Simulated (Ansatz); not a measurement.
# Work function of Ta(110): what the settings cost and change

How far do functional and pseudopotentials move the work function of Ta(110), and at what cost?

Calculated with Ansatz 0.2.0; plane-wave DFT, PBE, Ansatz PAW, in the first sound run; inputs show where later runs differ.

The experiments to compare with:

“Anisotropic work function of elemental crystals” (2019, arxiv:1902.07811) quotes from earlier work for Ta (clean (110) face, a compiled value): work function (clean (110) face, a compiled value) 4.74 eV.

### 1. The starting structure

The cell holds 7 atoms: 7 Ta. Its edges and angles: a = 2.867 Å, b = 2.867 Å, c = 32.043 Å, α = 90.0°, β = 90.0°, γ = 70.5°. Vacuum lies along c.

### 2. Slab, setting PBE, Ansatz PAW (420 eV)

A work function rests on the faint tail of the density, so the SCF threshold is tight. PBE on the default files comes first; the next runs keep the geometry and change functional or files, each at the cutoff that its files recommend; a relaxation and, for heavy metals, spin-orbit coupling close the ladder.

Input file input.yaml:

```yaml
crystal:
  lattice:
    - [2.3405234457, -1.655, 0.0]
    - [2.3405234457, 1.655, 0.0]
    - [0.0, 0.0, 32.0431406744]
  atoms:
    - { symbol: Ta, position: [0.0, 0.0, 0.2808713444] }
    - { symbol: Ta, position: [0.5, 0.5, 0.3539142296] }
    - { symbol: Ta, position: [0.0, 0.0, 0.4269571148] }
    - { symbol: Ta, position: [0.5, 0.5, 0.5] }
    - { symbol: Ta, position: [0.0, 0.0, 0.5730428852] }
    - { symbol: Ta, position: [0.5, 0.5, 0.6460857704] }
    - { symbol: Ta, position: [0.0, 0.0, 0.7191286556] }
kpoints:
  mp_grid: { grid: [15, 15, 1] }
hamiltonian:
  xc: pbe
scf:
  occupations: { method: fermi_dirac, width: 0.1 }
  convergence: { dr2_threshold: 1.0e-09 }
efield:
  axis: 3
  dipole_correction: true
  ramp_position: 0.97
  ramp_width: 0.06
output:
  write_potential: true
  write_density: true
  volumetric_format: npy
  elf: true
```

Run with:

```
> ansatz run input.yaml --threads 2 --pin off --max-ram 3072MiB --backend cpu --events-out ev --progress --plain --runs-dir out
```

The log of the run:

```text
Engine: ansatz 0.2.0, aarch64-unknown-linux-gnu
Pseudopotentials: kind: paw
Pseudopotential: Ta, paw, valence charge 13, recommended cutoff 420 eV (normal), Ta.paw.azcp
Functional definition: PBE
  parameter kappa = 0.804
  parameter beta = 0.066725
  exchange = pbe_x(kappa = kappa, mu = beta*pi^2/3)
  correlation = pbe_c(beta = beta)
Crystal: 7 atoms, lattice volume = 248.242 Å³
Basis set: ecut = 420 eV, 4877 PW (Γ)
Bands: 55, of which v1, the nominal top of the filled ones, is band 46 counted from 1 (45 counted from 0)
Symmetry: 4 space group operations
k-points: 64 of 225
Non-local potential: Ta, projectors of the file, l = 0: 3, l = 1: 2, l = 2: 2, l = 3: 1
PAW form: soft (Blöchl's): semilocal exchange-correlation on the pseudo side does not see the compensation charge
PAW one-centre angular grid: Ta, 590 points (default); XC on 64 Gauss nodes
Initial density: superposition of atomic densities (neutral atoms: chi_scale 0, normalization atom), corrected by the library's trained network
Initial wavefunctions: pseudopotential atomic-orbital guess
Functional: x = pbe(κ = 0.804, μ = 0.219515), c = pbe(β = 0.066725)
SCF iter   1: F=—  HF=-69523.769330 eV  |F-HF|=—  |Δ(HF+E_count)|=         —  Δρ=1.09e-2  dr2=1.76e1  ethr=1.77e-3  p=0.000 e·Å  D=9.43e-14 V/Å  ΔV_dip=-0.00 eV  dr2_dipole=7.51e-8  V_vac-E_F(+/−)=5.16/5.15 eV  ⟨swp⟩=8.1  Hψ=16349  notcnv=0
efield: sawtooth ramp at fractional position 0.9700 (set: `efield.ramp_position`, or a place that a band, a saddle search or an elastic batch's reference lends), width 0.0600; the density the first Hamiltonian is built on has a dipole p = 0.000 e·Å; the dipole correction subtracts the counter field D = 9.43e-14 V/Å, which shifts the + side's vacuum level by -0.00 eV against the − side's; the planar-averaged density in the ramp window peaks in size at 1.5e-5 e/Å³
preconditioner: auto → LDOS  [metal: Δε(μ)=0.006 eV  Ē_g=3.945 eV  σ=0.100 eV  W_gap=0.02  n_scr=22 (ndim 8)  ℏωp=13.9 eV  f_vac=0.434  D(μ)=9.02/eV (n_scr^D=70)  β→1.0]
SCF iter   2: F=—  HF=-69523.572886 eV  |F-HF|=—  |Δ(HF+E_count)|=   1.96e-1  Δρ=1.79e-3  dr2=7.99e-3  ethr=1.77e-3  p=-0.000 e·Å  D=-4.00e-5 V/Å  ΔV_dip=0.00 eV  dr2_dipole=1.78e-6  V_vac-E_F(+/−)=4.81/4.81 eV  ⟨swp⟩=3.1  Hψ=4449  notcnv=0  defer=4
SCF iter   3: F=—  HF=-69523.575229 eV  |F-HF|=—  |Δ(HF+E_count)|=   2.34e-3  Δρ=5.52e-4  dr2=3.71e-3  ethr=8.78e-6  p=-0.000 e·Å  D=-1.09e-5 V/Å  ΔV_dip=0.00 eV  dr2_dipole=1.84e-8  V_vac-E_F(+/−)=4.81/4.81 eV  ⟨swp⟩=3.0  Hψ=7002  notcnv=0  defer=6
SCF iter   4: F=—  HF=-69523.575060 eV  |F-HF|=—  |Δ(HF+E_count)|=   1.69e-4  Δρ=1.69e-4  dr2=2.25e-4  ethr=4.08e-6  p=-0.000 e·Å  D=-7.37e-6 V/Å  ΔV_dip=0.00 eV  dr2_dipole=5.59e-9  V_vac-E_F(+/−)=4.79/4.79 eV  ⟨swp⟩=2.2  Hψ=5972  notcnv=0  defer=6
SCF iter   5: F=—  HF=-69523.575054 eV  |F-HF|=—  |Δ(HF+E_count)|=   6.13e-6  Δρ=3.87e-5  dr2=5.22e-6  ethr=2.47e-7  p=-0.000 e·Å  D=-3.01e-6 V/Å  ΔV_dip=0.00 eV  dr2_dipole=2.39e-12  V_vac-E_F(+/−)=4.79/4.79 eV  ⟨swp⟩=2.1  Hψ=6035  notcnv=0  defer=6
SCF iter   6: F=—  HF=-69523.575032 eV  |F-HF|=—  |Δ(HF+E_count)|=   2.21e-5  Δρ=1.33e-5  dr2=5.35e-7  ethr=5.74e-9  p=-0.000 e·Å  D=-1.24e-6 V/Å  ΔV_dip=0.00 eV  dr2_dipole=2.08e-11  V_vac-E_F(+/−)=4.79/4.79 eV  ⟨swp⟩=3.2  Hψ=7329  notcnv=0  defer=4
SCF iter   7: F=—  HF=-69523.575032 eV  |F-HF|=—  |Δ(HF+E_count)|=   2.95e-7  Δρ=3.11e-6  dr2=4.34e-8  ethr=5.88e-10  p=-0.000 e·Å  D=-4.74e-7 V/Å  ΔV_dip=0.00 eV  dr2_dipole=2.96e-12  V_vac-E_F(+/−)=4.79/4.79 eV  ⟨swp⟩=2.1  Hψ=5810  notcnv=0  defer=4
SCF iter   8: F=—  HF=-69523.575033 eV  |F-HF|=—  |Δ(HF+E_count)|=   3.09e-8  Δρ=9.32e-7  dr2=8.17e-9  ethr=4.77e-11  p=-0.000 e·Å  D=-1.79e-7 V/Å  ΔV_dip=0.00 eV  dr2_dipole=2.75e-12  V_vac-E_F(+/−)=4.79/4.79 eV  ⟨swp⟩=2.2  Hψ=4999  notcnv=0  defer=4
SCF iter   9: F=-69523.575033 eV  HF=-69523.575033 eV  |F-HF|=1.46e-10  |Δ(HF+E_count)|=   1.86e-9  Δρ=2.60e-7  dr2=3.20e-10  ethr=1.10e-12  p=-0.000 e·Å  D=-5.82e-8 V/Å  ΔV_dip=0.00 eV  dr2_dipole=1.45e-15  V_vac-E_F(+/−)=4.79/4.79 eV  ⟨swp⟩=7.9  Hψ=13213  notcnv=0
SCF 1 converged in 9 iterations: F = -69523.575033 eV  dr2 = 3.20e-10
  greatest PAW one-centre occupation: 0.999 electrons in one spin orbital (limit 2), on the Ta atom at site 3 (counted from 0), in its partial waves of l = 0
WARN: The output density's exchange-correlation potential varies sharply where the density is thin. Do not read a vacuum level from v_tot or v_xc, or from such a field of the output density. On a cell that repeats whose density bears no net charge and no dipole along the vacuum's axis use v_es (v_loc + v_h of the components); under efield.dipole_correction with no amplitude use v_es + v_field, which holds any externa [...]
SCF converged after 9 iterations
Free energy (F): -69523.575033 eV
Harris-Foulkes:  -69523.575033 eV  (|F-HF|=1.46e-10)
Internal energy: -69523.261521 eV  (E = F + TS)
E sigma→0 (E₀):  -69523.418277 eV
Entropy (-TS):   -0.313511 eV (-44.787 meV/atom)
Fermi energy:    7.273171 eV
Dipole field:    D = -0.000000 V/Å  (p = -0.000000 e·Å, saw-weighted, corrected)
Work function:   Φ+ = 4.7887 eV   Φ− = 4.7888 eV
Levels:          The Fermi level and band energies are counted from a zero that moves with the ramp; work functions are not
--- Per-component energies (eV) ---
  E_band       = -1765.743677
  E_kinetic    = 2554.280831
  E_local      = -128828.550699  (includes V_loc(G=0)·N_el)
  E_nonlocal   = 103.656124
  E_hartree    = 63308.560758
  E_xc         = -1524.967719
  E_vxc        = -1422.659671  (∫ρ·V_xc dr)
  E_paw        = -58775.606135  (= ΣΔE_a)
  E_vpaw       = -789.588936  (= ΣTr[D̂ρ^β])
  E_aug_tail   = 0.000969  (compensation charges beyond the density's cutoff)
  E_efield     = 0.000000  (sawtooth field / dipole correction)
  E_vefield    = 0.000000  (∫n·V_field dr)
  E_ewald      = 53639.364350
  E_smearing   = -0.313511  (= −TS)
  E_closure    = 0.000000  (closes the sum)
  Σ components = -69523.575033   (vs F -69523.575033, Δ=0.00e0)
--- Band table (eV; the first three rows and the last of 64) ---
  k-point 0: bands = [... 42 lower, 7.3794, 7.3985, 7.5040, 7.7366, 7.8579, 7.9231, 7.9911, 8.1513, ... 5 higher]
  k-point 1: bands = [... 42 lower, 7.2387, 7.3020, 7.4947, 7.6558, 7.7926, 7.8239, 7.9913, 8.1836, ... 5 higher]
  k-point 2: bands = [... 42 lower, 7.0054, 7.1318, 7.3071, 7.4346, 7.5813, 7.5814, 7.8169, 8.2712, ... 5 higher]
  k-point 63: bands = [... 42 lower, 7.0498, 7.7211, 7.9967, 8.8169, 9.1433, 9.3528, 9.3547, 9.8740, ... 5 higher]
```

Wall time 2 min (2 threads of Arm Neoverse N1, shared host); peak memory 1.1 GiB; 4 min of CPU time.

Numbers from this step:

| Quantity | Value |
| --- | --- |
| energy at zero smearing | -69523.4183 eV |
| work function, upper face | 4.789 eV |

Running mean over 2.341 Å of the planar mean; the ramp of the sawtooth is left out. Table of electron's electrostatic potential energy less the Fermi level by z:

z (Å), electron's electrostatic potential energy less the Fermi level (eV) and a bar from the least value:
```
        4        4.8 ##############################
        5        4.8 ##############################
        6        4.6 ##############################
        7        2.9 ##########################
        8       -5.2 ##########
        9      -10.1 
       10      -10.0 
       11      -10.0 
       12      -10.0 
       13      -10.0 
       14      -10.0 
       15      -10.0 
       16      -10.0 
       17      -10.0 
       18      -10.0 
       19      -10.0 
       20      -10.0 
       21      -10.0 
       22      -10.0 
       23      -10.1 
       24       -5.6 #########
       25        2.7 ##########################
       26        4.6 ##############################
       27        4.8 ##############################
       28        4.8 ##############################
```

Valence density in the ca plane at fractional y = 0.000, with atoms of Ta within 0.2 Å of it. It is the smooth field of the valence electrons, not physical close to the nuclei.

Ten even steps from '0' (0.0 e/Å³) to '9' (4.3 e/Å³), each cell a mean:
```
00169972000000027997200000002799710000000000
00136631000000013663100000001366300000000000
00001110000000001111000000000111000000000000
00000000000000000000000000000000000000000000
00000100000000000000000000000011000000000000
00013320000000001332000000000233100000000000
00159951000000015995100000001599510000000000
00279982000000028998200000002899820000000000
```
Columns run along c (16.0 Å, from fractional 0.38 to 0.88 of the cell), rows up along a (2.9 Å). Atoms in or near the plane, at fractional coordinates: Ta at (0.43, 0.00), Ta at (0.57, 0.00), Ta at (0.72, 0.00).

ELF in the ca plane at fractional y = 0.000, with atoms of Ta within 0.2 Å of it. It is the smooth field of the valence electrons, not physical close to the nuclei.

Ten even steps from '0' (0.00) to '9' (0.72), each cell a mean:
```
64496595366556449669536556745966951110000000
65369963465456436996346545653699721111000000
66434434664446643443466444664344333321000000
67643346764446764334676444566544455532100000
67533335664446653333576444565444344432100000
65347743565446534774356544653477522221000000
64389884465456438888446545744888941111000000
64593296366566459339636656745833961110000000
```
Columns run along c (16.0 Å, from fractional 0.38 to 0.88 of the cell), rows up along a (2.9 Å). Atoms in or near the plane, at fractional coordinates: Ta at (0.43, 0.00), Ta at (0.57, 0.00), Ta at (0.72, 0.00).

Electrostatic potential energy in the ca plane at fractional y = 0.000, with atoms of Ta within 0.2 Å of it. With pseudopotentials it is smooth inside the atoms' cores, unlike the true potential.

Ten even steps from '0' (-63 eV) to '9' (12 eV), each cell a mean:
```
99730036899999873003689999986200368999999999
99864357999999985345899999997534589999999999
99987789999999998778999999999877899999999999
99998899999899999889999989999988999999999999
99988889999899998888999989999888899999999999
99875568999999987557899999998755789999999999
99741147899999974114799999997411478999999999
98620026899999862002689999986200268999999999
```
Columns run along c (16.0 Å, from fractional 0.38 to 0.88 of the cell; values clipped at the 3rd and 97th percentile), rows up along a (2.9 Å). Atoms in or near the plane, at fractional coordinates: Ta at (0.43, 0.00), Ta at (0.57, 0.00), Ta at (0.72, 0.00).

The work function is 4.789 eV.

### 3. Slab

This step: plane-wave DFT, LDA, Ansatz PAW (Ansatz 0.2.0).

Edit input.yaml of step 2 so:

```diff
@@ -16,3 +16,3 @@
 hamiltonian:
-  xc: pbe
+  xc: lda
 scf:
@@ -29,2 +29 @@
   volumetric_format: npy
-  elf: true
```

The log of the run:

```text
[...]
Crystal: 7 atoms, lattice volume = 248.242 Å³
Basis set: ecut = 420 eV, 4877 PW (Γ)
Bands: 55, of which v1, the nominal top of the filled ones, is band 46 counted from 1 (45 counted from 0)
Symmetry: 4 space group operations
k-points: 64 of 225
[...]
k-point 0: bands = [... 42 lower, 7.0872, 7.1230, 7.1684, 7.4087, 7.5163, 7.5884, 7.7728, 7.8087, ... 5 higher]
  k-point 1: bands = [... 42 lower, 6.9799, 6.9854, 7.1618, 7.3241, 7.4631, 7.5904, 7.6542, 7.8428, ... 5 higher]
  k-point 2: bands = [... 42 lower, 6.6841, 6.8127, 6.9762, 7.1965, 7.2455, 7.2531, 7.6007, 7.9342, ... 5 higher]
  k-point 63: bands = [... 42 lower, 6.7363, 7.4792, 7.6810, 8.4926, 8.8955, 9.0093, 9.1422, 9.5435, ... 5 higher]
[key lines of the parts left out:]
SCF converged after 9 iterations
Free energy (F): -67775.476732 eV
Fermi energy:    6.985881 eV
Dipole field:    D = -0.000000 V/Å  (p = -0.000001 e·Å, saw-weighted, corrected)
Work function:   Φ+ = 5.0125 eV   Φ− = 5.0126 eV
```

Run time: 2 min. Hardware: 2 threads; peak memory 1.1 GiB.

The work function is 5.013 eV, +0.224 eV from the run “PBE, Ansatz PAW (420 eV)”, at 0.97 times its CPU time.

### 4. Slab

This step: plane-wave DFT, PBEsol, Ansatz PAW (Ansatz 0.2.0).

Edit input.yaml of step 3 so:

```diff
@@ -16,3 +16,3 @@
 hamiltonian:
-  xc: lda
+  xc: pbesol
 scf:
```

The log of the run:

```text
[...]
Crystal: 7 atoms, lattice volume = 248.242 Å³
Basis set: ecut = 420 eV, 4877 PW (Γ)
Bands: 55, of which v1, the nominal top of the filled ones, is band 46 counted from 1 (45 counted from 0)
Symmetry: 4 space group operations
k-points: 64 of 225
[...]
k-point 0: bands = [... 42 lower, 7.2541, 7.2616, 7.3621, 7.5962, 7.7149, 7.7833, 7.8737, 8.0087, ... 5 higher]
  k-point 1: bands = [... 42 lower, 7.1128, 7.1643, 7.3533, 7.5149, 7.6565, 7.7010, 7.8492, 8.0418, ... 5 higher]
  k-point 2: bands = [... 42 lower, 6.8664, 6.9936, 7.1662, 7.3141, 7.4395, 7.4413, 7.7023, 8.1309, ... 5 higher]
  k-point 63: bands = [... 42 lower, 6.9127, 7.6002, 7.8588, 8.6777, 9.0191, 9.2105, 9.2380, 9.7335, ... 5 higher]
[key lines of the parts left out:]
SCF converged after 10 iterations
Free energy (F): -68642.966262 eV
Fermi energy:    7.141564 eV
Dipole field:    D = 0.000000 V/Å  (p = 0.000000 e·Å, saw-weighted, corrected)
Work function:   Φ+ = 4.8782 eV   Φ− = 4.8782 eV
```

Run time: 2 min. Hardware: 2 threads; peak memory 1.1 GiB.

The work function is 4.878 eV, +0.089 eV from the run “PBE, Ansatz PAW (420 eV)”, at 1.00 times its CPU time.

### 5. Slab

This step: plane-wave DFT, RPBE, Ansatz PAW (Ansatz 0.2.0).

Edit input.yaml of step 4 so:

```diff
@@ -16,3 +16,3 @@
 hamiltonian:
-  xc: pbesol
+  xc: rpbe
 scf:
```

The log of the run:

```text
[...]
Crystal: 7 atoms, lattice volume = 248.242 Å³
Basis set: ecut = 420 eV, 4877 PW (Γ)
Bands: 55, of which v1, the nominal top of the filled ones, is band 46 counted from 1 (45 counted from 0)
Symmetry: 4 space group operations
k-points: 64 of 225
[...]
k-point 0: bands = [... 42 lower, 7.4761, 7.5121, 7.6231, 7.8538, 7.9784, 8.0355, 8.0813, 8.2717, ... 5 higher]
  k-point 1: bands = [... 42 lower, 7.3366, 7.4176, 7.6131, 7.7742, 7.8908, 7.9313, 8.1113, 8.3041, ... 5 higher]
  k-point 2: bands = [... 42 lower, 7.1209, 7.2471, 7.4254, 7.5260, 7.6985, 7.7008, 7.9002, 8.3923, ... 5 higher]
  k-point 63: bands = [... 42 lower, 7.1628, 7.8116, 8.1098, 8.9353, 9.2345, 9.4361, 9.4805, 9.9916, ... 5 higher]
[key lines of the parts left out:]
SCF converged after 9 iterations
Free energy (F): -69611.571504 eV
Fermi energy:    7.378207 eV
Dipole field:    D = -0.000001 V/Å  (p = -0.000001 e·Å, saw-weighted, corrected)
Work function:   Φ+ = 4.6705 eV   Φ− = 4.6705 eV
```

Run time: 1.9 min. Hardware: 2 threads; peak memory 1.1 GiB; 3.9 min of CPU time.

The work function is 4.670 eV, -0.118 eV from the run “PBE, Ansatz PAW (420 eV)”, at 0.96 times its CPU time.

### 6. Run

This step: plane-wave DFT, r2SCAN, Ansatz PAW (Ansatz 0.2.0).

Edit input.yaml of step 5 so:

```diff
@@ -16,3 +16,3 @@
 hamiltonian:
-  xc: rpbe
+  xc: r2scan
 scf:
```

The log of the run:

```text
[...]
Crystal: 7 atoms, lattice volume = 248.242 Å³
Basis set: ecut = 500 eV, 6279 PW (Γ), exchange–correlation on 96×96×960 points (64 copies of the dense FFT grid, shifted against one another)
Bands: 55, of which v1, the nominal top of the filled ones, is band 46 counted from 1 (45 counted from 0)
Symmetry: 4 space group operations
k-points: 64 of 225
[...]
k-point 0: bands = [... 42 lower, 7.2110, 7.3198, 7.4530, 7.6910, 7.7640, 7.8330, 7.9124, 8.1377, ... 5 higher]
  k-point 1: bands = [... 42 lower, 7.0693, 7.2264, 7.4402, 7.6009, 7.6107, 7.7769, 7.9690, 8.0984, ... 5 higher]
  k-point 2: bands = [... 42 lower, 6.9098, 7.0423, 7.2417, 7.2439, 7.5215, 7.5385, 7.6029, 8.2601, ... 5 higher]
  k-point 63: bands = [... 42 lower, 6.9535, 7.5502, 7.9528, 8.8377, 9.0673, 9.2352, 9.4429, 9.9359, ... 5 higher]
[key lines of the parts left out:]
SCF converged after 10 iterations
Free energy (F): -69607.814754 eV
Fermi energy:    7.144069 eV
Dipole field:    D = -0.000000 V/Å  (p = -0.000000 e·Å, saw-weighted, corrected)
Work function:   Φ+ = 4.8920 eV   Φ− = 4.8920 eV
```

Elapsed: 3.6 min, on 2 threads; peak memory 1.7 GiB.

The work function is 4.892 eV, +0.103 eV from the run “PBE, Ansatz PAW (420 eV)”, at 1.8 times its CPU time.

### 7. Slab

This step: plane-wave DFT, PBE, JTH PAW (Ansatz 0.2.0).

Edit input.yaml of step 6 so:

```diff
@@ -16,3 +16,4 @@
 hamiltonian:
-  xc: r2scan
+  xc: pbe
+  pseudopotentials: { kind: paw, source: jth }
 scf:
```

The log of the run:

```text
[...]
k-point 0: bands = [... 42 lower, 7.2012, 7.2253, 7.3351, 7.5661, 7.6894, 7.7519, 7.8126, 7.9823, ... 5 higher]
  k-point 1: bands = [... 42 lower, 7.0607, 7.1292, 7.3253, 7.4855, 7.6178, 7.6496, 7.8221, 8.0139, ... 5 higher]
  k-point 2: bands = [... 42 lower, 6.8344, 6.9595, 7.1370, 7.2559, 7.4103, 7.4116, 7.6372, 8.1003, ... 5 higher]
  k-point 63: bands = [... 42 lower, 6.8755, 7.5425, 7.8215, 8.6405, 8.9635, 9.1730, 9.1781, 9.7018, ... 5 higher]
[key lines of the parts left out:]
SCF converged after 13 iterations
Free energy (F): -69249.174762 eV
Fermi energy:    7.097975 eV
Dipole field:    D = 0.000000 V/Å  (p = 0.000000 e·Å, saw-weighted, corrected)
Work function:   Φ+ = 4.7950 eV   Φ− = 4.7950 eV
```

Run time: 10 min. Hardware: 2 threads; peak memory 2.7 GiB.

The work function is 4.795 eV, +0.006 eV from the run “PBE, Ansatz PAW (420 eV)”, at 5.2 times its CPU time.

### 8. Run

This step: plane-wave DFT, PBE, norm-conserving (Ansatz 0.2.0).

Edit input.yaml of step 7 so:

```diff
@@ -17,3 +17,3 @@
   xc: pbe
-  pseudopotentials: { kind: paw, source: jth }
+  pseudopotentials: { kind: nc }
 scf:
```

The log of the run:

```text
[...]
Crystal: 7 atoms, lattice volume = 248.242 Å³
Basis set: ecut = 1000 eV, 17897 PW (Γ)
Bands: 114, of which v1, the nominal top of the filled ones, is band 95 counted from 1 (94 counted from 0)
Symmetry: 4 space group operations
k-points: 64 of 225
[...]
k-point 1: bands = [... 91 lower, 11.3637, 11.4197, 11.6095, 11.7712, 11.9102, 11.9474, 12.1053, 12.2969, ... 15 higher]
  k-point 2: bands = [... 91 lower, 11.1217, 11.2488, 11.4222, 11.5607, 11.6955, 11.6969, 11.9448, 12.3860, ... 15 higher]
  k-point 63: bands = [... 91 lower, 11.1656, 11.8476, 12.1138, 12.9345, 13.2673, 13.4701, 13.4819, 13.9900, ... 15 higher]
[key lines of the parts left out:]
SCF converged after 12 iterations
Free energy (F): -56466.512459 eV
Fermi energy:    11.393593 eV
Dipole field:    D = -0.000000 V/Å  (p = -0.000000 e·Å, saw-weighted, corrected)
Work function:   Φ+ = 4.7824 eV   Φ− = 4.7824 eV
```

Wall time 21 min (2 threads); peak memory 2.8 GiB; 39 min of CPU time.

The work function is 4.782 eV, -0.006 eV from the run “PBE, Ansatz PAW (420 eV)”, at 9.8 times its CPU time.

(Continued in part 2 of 2.)

[Long decimals in the printed logs are rounded to 6 places.]

[Logs are printed without paths, hosts, clocks, repeated set-up lines and the standing remarks that a program may print on its own settings, such as how far it seeks lower states.]

[Hosts, paths, dates, database ids (printed as entryN), source tags and the programs' standing remarks are cut or masked in the printed files.]

[Maps of the electrostatic potential energy from Ansatz leave out the sawtooth potential of an applied field or a dipole correction, so their vacuum need not be flat; planar profiles and work functions include it.]
